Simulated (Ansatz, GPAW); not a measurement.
## How KAg2Te2 (model structure) absorbs and reflects light

Aim: the dielectric function of KAg2Te2 (model structure), and the optical constants that follow from it. The structure is a model built here, which may or may not match a known phase. It was built so: All Cu replaced by Ag and Se replaced by Te in the Fmmm structure of KCu2Se2. The cell is first relaxed with Ansatz.

Method: DFT, revPBE, plane-wave PAW (GPAW data sets), scalar-relativistic, RPA, optical limit, in GPAW 26.7.0.

## Step 1: Set-up

Symmetry: Fmmm, No. 69, orthorhombic system. Conventional cell: a = 6.100 Å, b = 6.130 Å, c = 14.720 Å, α = 90.00°, β = 90.00°, γ = 90.00°. Te has 4 Ag at 2.68 Å and 4 K at 3.70 to 3.72 Å nearest. Ag has 4 Te at 2.68 Å nearest. K has 8 Te at 3.70 to 3.72 Å nearest. All Cu replaced by Ag and Se replaced by Te in the Fmmm structure of KCu2Se2. Farther neighbours and most contacts between anions are not listed.

## Step 2: Relaxation

Spectra hang on bond lengths, so the cell is first brought to its minimum.

This step: DFT, revPBE, plane-wave PAW, default files, scalar-relativistic, relaxation (Ansatz 0.2.0).

File input.yaml:

```yaml
crystal:
  lattice:
    - [0.0, 3.06522603, 7.35988713]
    - [3.05012107, 0.0, 7.35988713]
    - [3.05012107, 3.06522603, 0.0]
  atoms:
    - { symbol: Te, position: [0.8572, 0.8572, 0.1428] }
    - { symbol: Te, position: [0.1428, 0.1428, 0.8572] }
    - { symbol: Ag, position: [0.75, 0.75, 0.75] }
    - { symbol: Ag, position: [0.25, 0.25, 0.25] }
    - { symbol: K, position: [0.5, 0.5, 0.5] }
kpoints:
  mp_grid: { grid: [6, 6, 6] }
scf:
  occupations: { method: fermi_dirac, width: 0.05 }
hamiltonian:
  xc: revpbe
output:
  forces: true
  stress: true
relax:
  f_tol: 0.02
  max_steps: 50
  cell: {}
```

Run with:

```console
ansatz run input.yaml --threads 1 --pin off --max-ram 4096MiB --backend cpu --events-out ev --progress --plain --runs-dir out
```

Numbers of over 12 decimals in the logs are rounded to 6 here.

Output:

```text
Engine: ansatz 0.2.0, aarch64-unknown-linux-gnu
Pseudopotentials: kind: paw
Pseudopotential: Te, paw, valence charge 16, recommended cutoff 420 eV (normal), Te.paw.azcp
Pseudopotential: Ag, paw, valence charge 19, recommended cutoff 420 eV (normal), Ag.paw.azcp
Pseudopotential: K, paw, valence charge 9, recommended cutoff 420 eV (normal), K.paw.azcp
Functional definition: revPBE
  parameter kappa = 1.245
  parameter beta = 0.066725
  exchange = pbe_x(kappa = kappa, mu = beta*pi^2/3)
  correlation = pbe_c(beta = beta)
Crystal: 5 atoms, lattice volume = 137.620 Å³
Basis set: ecut = 420 eV, 2701 PW (Γ), exchange–correlation on 108×108×60 points (8 copies of the dense FFT grid, shifted against one another)
Bands: 48, of which v1, the nominal top of the filled ones, is band 40 counted from 1 (39 counted from 0)
Symmetry: 8 space group operations
Space group: Fmmm (ITA 69), of the structure as read, at distance tolerance 5.2e-5 Å
k-points: 46 of 216
Non-local potential: Te, projectors of the file, l = 0: 2, l = 1: 2, l = 2: 2, l = 3: 2
Non-local potential: Ag, projectors of the file, l = 0: 3, l = 1: 2, l = 2: 2, l = 3: 1
Non-local potential: K, projectors of the file, l = 0: 3, l = 1: 2, l = 2: 2
PAW form: soft (Blöchl's): semilocal exchange-correlation on the pseudo side does not see the compensation charge
PAW frozen core: Te, regenerated for the run's functional, and the local potential with it (the file was generated under x = pbe(κ = 0.804, μ = 0.219515), c = pbe(β = 0.066725))
PAW frozen core: Ag, regenerated for the run's functional, and the local potential with it (the file was generated under x = pbe(κ = 0.804, μ = 0.219515), c = pbe(β = 0.066725))
PAW frozen core: K, regenerated for the run's functional, and the local potential with it (the file was generated under x = pbe(κ = 0.804, μ = 0.219515), c = pbe(β = 0.066725))
PAW one-centre angular grid: Te, 590 points (default); XC on 64 Gauss nodes
PAW one-centre angular grid: Ag, 590 points (default); XC on 64 Gauss nodes
PAW one-centre angular grid: K, 110 points (default); XC on 64 Gauss nodes
Initial density: superposition of atomic densities (neutral atoms: chi_scale 0, normalization atom), corrected by the library's trained network
Initial wavefunctions: pseudopotential atomic-orbital guess
Functional: x = revpbe(κ = 1.245, μ = 0.219515), c = pbe(β = 0.066725)
SCF iter   1: F=—  HF=-30707.179649 eV  |F-HF|=—  |Δ(HF+E_count)|=         —  Δρ=2.50e-3  dr2=7.22e-3  ethr=1.77e-3  ⟨swp⟩=8.7  Hψ=9571  notcnv=0  defer=1
preconditioner: auto → LDOS  [metal: Δε(μ)=0.022 eV  Ē_g=10.791 eV  σ=0.050 eV  W_gap=0.11  n_scr=32 (ndim 8)  ℏωp=20.3 eV  f_vac=0.103  D(μ)=2.20/eV (n_scr^D=10)  β→1.0]
SCF iter   2: F=—  HF=-30707.181711 eV  |F-HF|=—  |Δ(HF+E_count)|=   2.06e-3  Δρ=1.78e-3  dr2=4.85e-3  ethr=9.13e-6  ⟨swp⟩=2.3  Hψ=4657  notcnv=0  defer=145
SCF iter   3: F=—  HF=-30707.180126 eV  |F-HF|=—  |Δ(HF+E_count)|=   1.59e-3  Δρ=4.30e-4  dr2=2.39e-4  ethr=6.14e-6  ⟨swp⟩=2.2  Hψ=3802  notcnv=0  defer=145
SCF iter   4: F=—  HF=-30707.180115 eV  |F-HF|=—  |Δ(HF+E_count)|=   1.02e-5  Δρ=1.09e-4  dr2=1.82e-5  ethr=3.03e-7  ⟨swp⟩=2.0  Hψ=3514  notcnv=0  defer=145
SCF iter   5: F=—  HF=-30707.180019 eV  |F-HF|=—  |Δ(HF+E_count)|=   9.60e-5  Δρ=2.96e-5  dr2=1.35e-6  ethr=2.31e-8  ⟨swp⟩=2.0  Hψ=3527  notcnv=0  defer=145
SCF iter   6: F=-30707.180019 eV  HF=-30707.180019 eV  |F-HF|=2.23e-8  |Δ(HF+E_count)|=   4.31e-9  Δρ=7.90e-6  dr2=8.79e-8  ethr=1.27e-10  ⟨swp⟩=3.9  Hψ=8838  notcnv=0
SCF 1 converged in 6 iterations: F = -30707.180019 eV  dr2 = 8.79e-8
  greatest PAW one-centre occupation: 1.000 electrons in one spin orbital (limit 2), on the Ag atom at site 3 (counted from 0), in its partial waves of l = 0
relax step   1: F+E_penalty+E_count = -30707.18001932 eV  Δ(F+E_penalty+E_count) = +0.000e0 eV  max|allowed force component| = 2.361e0 eV/Å  Δτ_max = 0.0000 Å  P = +9.987 GPa  Ω = 137.620 Å³  (6 SCF iters, dr2 threshold 1.00e-7 eV, accepted)
Crystal: 5 atoms, lattice volume = 149.228 Å³
Basis set: ecut = 420 eV, 2921 PW (Γ), exchange–correlation on 108×108×60 points (8 copies of the dense FFT grid, shifted against one another)
Initial density: handed on by an earlier stage of this run
Initial wavefunctions: those handed on with the density
iter 1 solved again at ethr=5.31e-4 eV; its pass at ethr=3.10e-3 eV (dr2=4.20e-1 eV) is discarded
SCF iter   1: F=—  HF=-30708.036964 eV  |F-HF|=—  |Δ(HF+E_count)|=         —  Δρ=1.15e-2  dr2=4.38e-1  ethr=5.31e-4  ⟨swp⟩=1.5  Hψ=11048  notcnv=0
preconditioner: auto → LDOS  [metal: Δε(μ)=0.070 eV  Ē_g=10.319 eV  σ=0.050 eV  W_gap=0.34  n_scr=32 (ndim 8)  ℏωp=19.5 eV  f_vac=0.098  D(μ)=2.45/eV (n_scr^D=12)  β→1.0]
SCF iter   2: F=—  HF=-30707.963831 eV  |F-HF|=—  |Δ(HF+E_count)|=   7.31e-2  Δρ=5.72e-3  dr2=5.79e-2  ethr=5.31e-4  ⟨swp⟩=3.7  Hψ=4450  notcnv=0
SCF iter   3: F=—  HF=-30707.950622 eV  |F-HF|=—  |Δ(HF+E_count)|=   1.32e-2  Δρ=2.42e-3  dr2=1.44e-2  ethr=7.33e-5  ⟨swp⟩=3.0  Hψ=4437  notcnv=0  defer=139
SCF iter   4: F=—  HF=-30707.947065 eV  |F-HF|=—  |Δ(HF+E_count)|=   3.56e-3  Δρ=8.12e-4  dr2=1.48e-3  ethr=1.83e-5  ⟨swp⟩=2.0  Hψ=3556  notcnv=0  defer=139
SCF iter   5: F=—  HF=-30707.946748 eV  |F-HF|=—  |Δ(HF+E_count)|=   3.17e-4  Δρ=1.29e-4  dr2=5.96e-5  ethr=1.88e-6  ⟨swp⟩=2.1  Hψ=2920  notcnv=0  defer=139
SCF iter   6: F=—  HF=-30707.946625 eV  |F-HF|=—  |Δ(HF+E_count)|=   1.23e-4  Δρ=3.61e-5  dr2=1.39e-6  ethr=7.55e-8  ⟨swp⟩=2.4  Hψ=3288  notcnv=0  defer=139
SCF iter   7: F=-30707.946626 eV  HF=-30707.946626 eV  |F-HF|=3.98e-8  |Δ(HF+E_count)|=   1.00e-6  Δρ=7.06e-6  dr2=7.94e-8  ethr=6.33e-10  ⟨swp⟩=5.0  Hψ=7509  notcnv=0
SCF 2 converged in 7 iterations: F = -30707.946626 eV  dr2 = 7.94e-8
relax step   2: F+E_penalty+E_count = -30707.94662600 eV  Δ(F+E_penalty+E_count) = -7.666e-1 eV  max|allowed force component| = 5.713e-2 eV/Å  Δτ_max = 0.1950 Å  P = +1.348 GPa  Ω = 149.228 Å³  energy of the carried Pulay correction = -2.455e-3 eV  (7 SCF iters, dr2 threshold 5.00e-7 eV, accepted)
Crystal: 5 atoms, lattice volume = 154.958 Å³
Basis set: ecut = 420 eV, 3073 PW (Γ), exchange–correlation on 108×108×60 points (8 copies of the dense FFT grid, shifted against one another)
iter 1 solved again at ethr=2.05e-5 eV; its pass at ethr=3.10e-3 eV (dr2=1.62e-2 eV) is discarded
SCF iter   1: F=—  HF=-30707.986801 eV  |F-HF|=—  |Δ(HF+E_count)|=         —  Δρ=1.94e-3  dr2=1.67e-2  ethr=2.05e-5  ⟨swp⟩=2.2  Hψ=10465  notcnv=0
preconditioner: auto → LDOS  [metal: Δε(μ)=0.016 eV  Ē_g=10.084 eV  σ=0.050 eV  W_gap=0.08  n_scr=32 (ndim 8)  ℏωp=19.1 eV  f_vac=0.111  D(μ)=2.63/eV (n_scr^D=12)  β→1.0]
SCF iter   2: F=—  HF=-30707.982098 eV  |F-HF|=—  |Δ(HF+E_count)|=   4.70e-3  Δρ=6.01e-4  dr2=6.63e-4  ethr=2.05e-5  ⟨swp⟩=2.5  Hψ=3575  notcnv=0
SCF iter   3: F=—  HF=-30707.982099 eV  |F-HF|=—  |Δ(HF+E_count)|=   1.05e-6  Δρ=3.47e-4  dr2=1.70e-4  ethr=8.39e-7  ⟨swp⟩=2.0  Hψ=3676  notcnv=0
SCF iter   4: F=—  HF=-30707.981936 eV  |F-HF|=—  |Δ(HF+E_count)|=   1.62e-4  Δρ=5.13e-5  dr2=1.42e-5  ethr=2.15e-7  ⟨swp⟩=3.0  Hψ=4182  notcnv=0
SCF iter   5: F=—  HF=-30707.981935 eV  |F-HF|=—  |Δ(HF+E_count)|=   1.80e-6  Δρ=3.77e-5  dr2=2.17e-6  ethr=1.80e-8  ⟨swp⟩=2.0  Hψ=3177  notcnv=0
SCF iter   6: F=-30707.981934 eV  HF=-30707.981934 eV  |F-HF|=1.97e-9  |Δ(HF+E_count)|=   5.64e-7  Δρ=5.01e-6  dr2=4.56e-8  ethr=6.33e-10  ⟨swp⟩=5.0  Hψ=7609  notcnv=0
SCF 3 converged in 6 iterations: F = -30707.981934 eV  dr2 = 4.56e-8
relax step   3: F+E_penalty+E_count = -30707.98193410 eV  Δ(F+E_penalty+E_count) = -3.531e-2 eV  max|allowed force component| = 2.422e-2 eV/Å  Δτ_max = 0.0430 Å  P = +0.518 GPa  Ω = 154.958 Å³  energy of the carried Pulay correction = -3.596e-3 eV  (6 SCF iters, dr2 threshold 5.00e-7 eV, accepted)
[...]
relax step   4: F+E_penalty+E_count = -30707.98899185 eV  Δ(F+E_penalty+E_count) = -7.058e-3 eV  max|allowed force component| = 3.491e-3 eV/Å  Δτ_max = 0.0284 Å  P = +0.064 GPa  Ω = 158.794 Å³  energy of the carried Pulay correction = -4.335e-3 eV  (6 SCF iters, dr2 threshold 5.00e-7 eV, accepted)
[...]
relax step   5: F+E_penalty+E_count = -30707.98909118 eV  Δ(F+E_penalty+E_count) = -9.933e-5 eV  max|allowed force component| = 4.613e-4 eV/Å  Δτ_max = 0.0041 Å  P = +0.003 GPa  Ω = 159.364 Å³  energy of the carried Pulay correction = -4.443e-3 eV  (5 SCF iters, dr2 threshold 2.53e-8 eV, accepted)
[...]
relax step   6: F+E_penalty+E_count = -30707.98912541 eV  Δ(F+E_penalty+E_count) = -3.423e-5 eV  max|allowed force component| = 1.783e-3 eV/Å  Δτ_max = 0.0006 Å  P = -0.008 GPa  Ω = 159.463 Å³  energy of the carried Pulay correction = -4.462e-3 eV  (7 SCF iters, accepted)
[...]
relax step   7: F+E_penalty+E_count = -30707.98919688 eV  Δ(F+E_penalty+E_count) = -7.147e-5 eV  max|allowed force component| = 2.451e-3 eV/Å  Δτ_max = 0.0007 Å  P = -0.010 GPa  Ω = 159.456 Å³  energy of the carried Pulay correction = -4.460e-3 eV  (7 SCF iters, accepted)
Basis set: ecut = 420 eV, 3129 PW (Γ), exchange–correlation on 120×120×64 points (8 copies of the dense FFT grid, shifted against one another)
Initial wavefunctions: pseudopotential atomic-orbital guess (no wavefunctions were taken with the density)
iter 1 solved again at ethr=4.22e-7 eV; its pass at ethr=3.10e-3 eV (dr2=3.34e-4 eV) is discarded
SCF iter   1: F=—  HF=-30707.984883 eV  |F-HF|=—  |Δ(HF+E_count)|=         —  Δρ=4.16e-4  dr2=1.81e-5  ethr=4.22e-7  ⟨swp⟩=3.7  Hψ=14536  notcnv=0
preconditioner: auto → LDOS  [metal: Δε(μ)=0.038 eV  Ē_g=9.978 eV  σ=0.050 eV  W_gap=0.19  n_scr=32 (ndim 8)  ℏωp=18.8 eV  f_vac=0.128  D(μ)=2.89/eV (n_scr^D=12)  β→1.0]
SCF iter   2: F=—  HF=-30707.992283 eV  |F-HF|=—  |Δ(HF+E_count)|=   7.40e-3  Δρ=5.29e-5  dr2=5.74e-6  ethr=2.29e-8  ⟨swp⟩=2.0  Hψ=4042  notcnv=0
SCF iter   3: F=—  HF=-30707.992290 eV  |F-HF|=—  |Δ(HF+E_count)|=   6.46e-6  Δρ=2.56e-5  dr2=1.06e-6  ethr=7.27e-9  ⟨swp⟩=2.0  Hψ=4027  notcnv=0
SCF iter   4: F=—  HF=-30707.992294 eV  |F-HF|=—  |Δ(HF+E_count)|=   4.88e-6  Δρ=7.51e-6  dr2=1.43e-7  ethr=1.34e-9  ⟨swp⟩=2.0  Hψ=3744  notcnv=0
SCF iter   5: F=—  HF=-30707.992295 eV  |F-HF|=—  |Δ(HF+E_count)|=   8.54e-7  Δρ=3.15e-6  dr2=1.04e-8  ethr=1.81e-10  ⟨swp⟩=2.0  Hψ=3490  notcnv=0
SCF iter   6: F=—  HF=-30707.992295 eV  |F-HF|=—  |Δ(HF+E_count)|=   7.71e-8  Δρ=5.00e-7  dr2=4.03e-10  ethr=1.31e-11  ⟨swp⟩=2.0  Hψ=3661  notcnv=0
SCF iter   7: F=—  HF=-30707.992295 eV  |F-HF|=—  |Δ(HF+E_count)|=   1.65e-9  Δρ=2.01e-7  dr2=9.02e-11  ethr=1.00e-12  ⟨swp⟩=5.0  Hψ=7708  notcnv=0
SCF iter   8: F=-30707.992295 eV  HF=-30707.992295 eV  |F-HF|=3.64e-12  |Δ(HF+E_count)|=  5.09e-11  Δρ=4.82e-8  dr2=5.25e-12  ethr=1.00e-12  ⟨swp⟩=4.7  Hψ=6906  notcnv=0
SCF 8 converged in 8 iterations: F = -30707.992295 eV  dr2 = 5.25e-12
relax step   8: F+E_penalty+E_count = -30707.99229542 eV  Δ(F+E_penalty+E_count) = -3.099e-3 eV  max|allowed force component| = 2.198e-3 eV/Å  Δτ_max = 0.0000 Å  P = -0.022 GPa  Ω = 159.456 Å³  stress off target by 3.21e-2 GPa  SCF on the basis re-selected at this cell (its energy is not comparable with the rows above)  (8 SCF iters)
basis re-selected at this cell: Δ(F+E_penalty+E_count) = -3.099e-3 eV, ΔP = -0.012 GPa vs the last step (what re-selecting the basis moved, of the pressure what is left beyond the Pulay correction that the steps carried, after the strain that the cell walked since its last selection, with what the two solves' SCF thresholds leave and, on support functions, any second-order correction that the steps lacked; it is no measure of the basis error at this ecutwfc). The dense FFT grid was sized anew with the basis: this SCF ran on 60×60×32 points, the steps before it on 54×54×30, so part of this shift can come from that change (see relax.cell in the input reference). [rest of the remark cut]
SCF converged after 8 iterations
Free energy (F): -30707.992295 eV
Harris-Foulkes:  -30707.992295 eV  (|F-HF|=3.64e-12)
Internal energy: -30707.968513 eV  (E = F + TS)
E sigma→0 (E₀):  -30707.980404 eV
Entropy (-TS):   -0.023783 eV (-4.757 meV/atom)
Fermi energy:    7.500801 eV
--- Per-component energies (eV) ---
  E_band       = -1432.472130
  E_kinetic    = 1667.051161
  E_local      = -12019.802960  (includes V_loc(G=0)·N_el)
  E_nonlocal   = -448.763559
  E_hartree    = 5911.174513
  E_xc         = -752.374259
  E_vxc        = -839.618505  (∫ρ·V_xc dr)
  E_paw        = -17939.355595  (= ΣΔE_a)
  E_vpaw       = -1613.687477  (= ΣTr[D̂ρ^β])
  E_aug_tail   = 0.000281  (compensation charges beyond the density's cutoff)
  E_ewald      = -7125.647440
  E_core_change = -0.250656  (= ΣΔE_core)
  E_smearing   = -0.023783  (= −TS)
  E_closure    = 0.000000  (closes the sum)
  Σ components = -30707.992295   (vs F -30707.992295, Δ=0.00e0)
--- Forces (eV/Å), atoms counted from 1 ---
  atom   1  Te     0.00000000    -0.00000000     0.00219830
  atom   2  Te    -0.00000000    -0.00000000    -0.00219830
  atom   3  Ag     0.00000000     0.00000000     0.00000000
  atom   4  Ag     0.00000000    -0.00000000     0.00000000
  atom   5  K     -0.00000000     0.00000000     0.00000000
  max |Σ_I F_I| component: 3.47e-18 eV/Å
--- Stress (GPa, compression-positive) ---
       -0.018703       0.000000       0.000000
        0.000000      -0.014985       0.000000
        0.000000      -0.000000      -0.032122
  P = ⅓ Tr σ = -0.0219 GPa (-0.219 kbar)
--- Relaxed structure (7 steps of the walk, 7 accepted, 1 SCFs on fresh bases) ---
  F+E_penalty+E_count = -30707.99229542 eV   max|allowed force component| = 2.198e-3 eV/Å   (the final SCF, on the basis selected at the relaxed cell)
  cell:  # Å, volume = 159.4560 Å³
    - [0, 3.228675, 7.646038]
    - [3.229611, 0, 7.646038]
    - [3.229611, 3.228675, 0]
  atoms:
    - { symbol: Te, position: [0.865322, 0.865322, 0.134678] }
    - { symbol: Te, position: [0.134678, 0.134678, 0.865322] }
    - { symbol: Ag, position: [0.750000, 0.75, 0.750000] }
    - { symbol: Ag, position: [0.250000, 0.250000, 0.250000] }
    - { symbol: K, position: [0.500000, 0.500000, 0.500000] }
```

Elapsed: 90 s, on 1 thread of Arm Neoverse V2, shared host; peak memory 0.6 GiB.

Step by step:

```
step  energy less that of the first step (eV)  largest force component (eV/Å)  pressure (GPa)  volume (Å³)
   1                                   0.0000                          2.3613            9.99       137.62
   2                                  -0.7666                          0.0571            1.35       149.23
   3                                  -0.8019                          0.0242            0.52       154.96
   4                                  -0.8090                          0.0035            0.06       158.79
   5                                  -0.8091                          0.0005            0.00       159.36
   6                                  -0.8091                          0.0018           -0.01       159.46
   7                                  -0.8092                          0.0025           -0.01       159.46
  8*                                  -0.8123                          0.0022           -0.02       159.46
```

Relaxation steps marked * repeat the geometry before them on a plane-wave basis chosen anew for their cell, so energy and pressure can jump there.

Forces are held to the 8 operations that the run works with; a distortion that breaks them can't arise in this run.

```
     cell as run  before  after   change
           a (Å)   7.973  8.300   +4.1 %
           b (Å)   7.967  8.300   +4.2 %
           c (Å)   4.324  4.567   +5.6 %
           α (°)   74.33  74.03   -0.4 %
           β (°)   74.19  74.04   -0.2 %
           γ (°)   31.48  31.94   +1.4 %
volume (Å³/atom)   27.52  31.89  +15.9 %
```

The atoms that moved most (Å, as changes of fractional coordinates times the final cell):

```
atom     dx     dy      dz  length
 Te2  0.000  0.000  -0.124   0.124
 Te1  0.000  0.000   0.124   0.124
```

The relaxed structure:

```xyz
5
Lattice="0.0000 3.2287 7.6460 3.2296 0.0000 7.6460 3.2296 3.2287 0.0000" Properties=species:S:1:pos:R:3 pbc="T T T"
Te    3.2296    3.2287   13.2326
Te    3.2296    3.2287    2.0595
Ag    4.8444    4.8430   11.4691
Ag    1.6148    1.6143    3.8230
K     3.2296    3.2287    7.6460
```

The relaxation ends with a largest force component of 0.0022 eV/Å and a pressure of -0.02 GPa.

(Part 1 of 3 ends here.)

[Machine, clock and banner lines and Python warnings are left out of the logs.]

[Logs are printed without paths, hosts, clocks, repeated set-up lines and the standing remarks that a program may print on its own settings, such as how far it seeks lower states.]

[Hosts, paths, dates, database ids (printed as entryN), source tags and the programs' standing remarks are cut or masked in the printed files.]
